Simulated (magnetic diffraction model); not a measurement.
# Moment size from magnetic intensity in Ce3Si3Ni

Space group C2/m (no. 12), a = 10.5460 Å, b = 4.3360 Å, c = 13.5470 Å, β = 109.89°.

| site | atom | x | y | z |
| --- | --- | --- | --- | --- |
| 4i | Ce | 0.7470 | 0 | 0.2230 |
| 4i | Ce | 0.0963 | 1/2 | 0.9186 |
| 4i | Ce | 0.9737 | 1/2 | 0.6172 |
| 4i | Ni | 0.7449 | 1/2 | 0.4102 |
| 4i | Si | 0.6191 | 1/2 | 0.0753 |
| 4i | Si | 0.9594 | 0 | 0.7627 |
| 4i | Si | 0.8673 | 0 | 0.4568 |

The compound is invented for this exercise: a known structure type with other elements, its cell scaled to their sizes and not relaxed.

Only Ce is taken to order (form factors of Ce3+); orders and moment sizes are assumed, and not adapted to the symmetry. Radiation: neutrons of λ = 2.52 Å, 8° to 55°; isotropic B of 0.39 Å² (Ce), 0.58 Å² (Ni) and 0.79 Å² (Si). Simulated constant-wavelength pattern: nuclear and magnetic terms add, the magnetic one as |2.695 fm × Σ f S⊥ exp(2πi Q·r) exp(−B s²)|², summed over all Q at one angle with the factor 1/(sin²θ cos θ). For collinear order S is the moment m, which repeats by lattice and centring translations R with the sign exp(−2πi k·R). Free-ion form factors, Sears's scattering lengths of 1992, no absorption; a label names one of the reflections at its angle. The strongest nuclear line in the range is 100, and lines under 0.2 are left out.

In a first state the assumed order is k = (1/2 1/2 1), collinear moments along [111], 1.8 μB on Ce; signs + at (0.7470, 0, 0.2230), + at (0.0963, 1/2, 0.9186), + at (0.9737, 1/2, 0.6172), + at (0.2530, 0, 0.7770), + at (0.0263, 1/2, 0.3828), + at (0.9037, 1/2, 0.0814), with this pattern:

```csv
2θ (°),index,nuclear,magnetic
11.35,(0 0 1),100.0,0.0
18.25,(1/2 1/2 0),0.0,7.9
20.17,(1/2 1/2 -1),0.0,9.2
22.82,(0 0 2),10.8,0.0
22.84,(1/2 1/2 1),0.0,1.3
26.97,(-3/2 1/2 1),0.0,3.0
27.31,(1/2 1/2 -2),0.0,26.6
27.69,(2 0 -1),27.4,0.0
27.73,(3/2 -1/2 0),0.0,9.8
29.44,(2 0 0),8.3,0.0
30.57,(2 0 -2),1.6,0.0
30.89,(-3/2 1/2 2),0.0,23.5
31.31,(1/2 1/2 2),0.0,1.9
32.87,(3/2 -1/2 1),0.0,4.6
34.52,(0 0 3),0.3,0.0
35.21,(2 0 1),4.8,0.0
```
(The table stops after 16 lines; 28 more lie at higher angle.)

**Question.** Nearer the ordering temperature the line at 27.31° has total intensity 13.0 on the same scale, and all moments have shrunk alike. How large is the Ce moment?

The nuclear part, 0.0, stays, so the magnetic part is 13.0 against 26.6. It goes as m², so m = 1.8 × √(13.0/26.6) = 1.26 μB; the value used was 1.26 μB.

[Logs are printed without paths, hosts, clocks, repeated set-up lines and the standing remarks that a program may print on its own settings, such as how far it seeks lower states.]
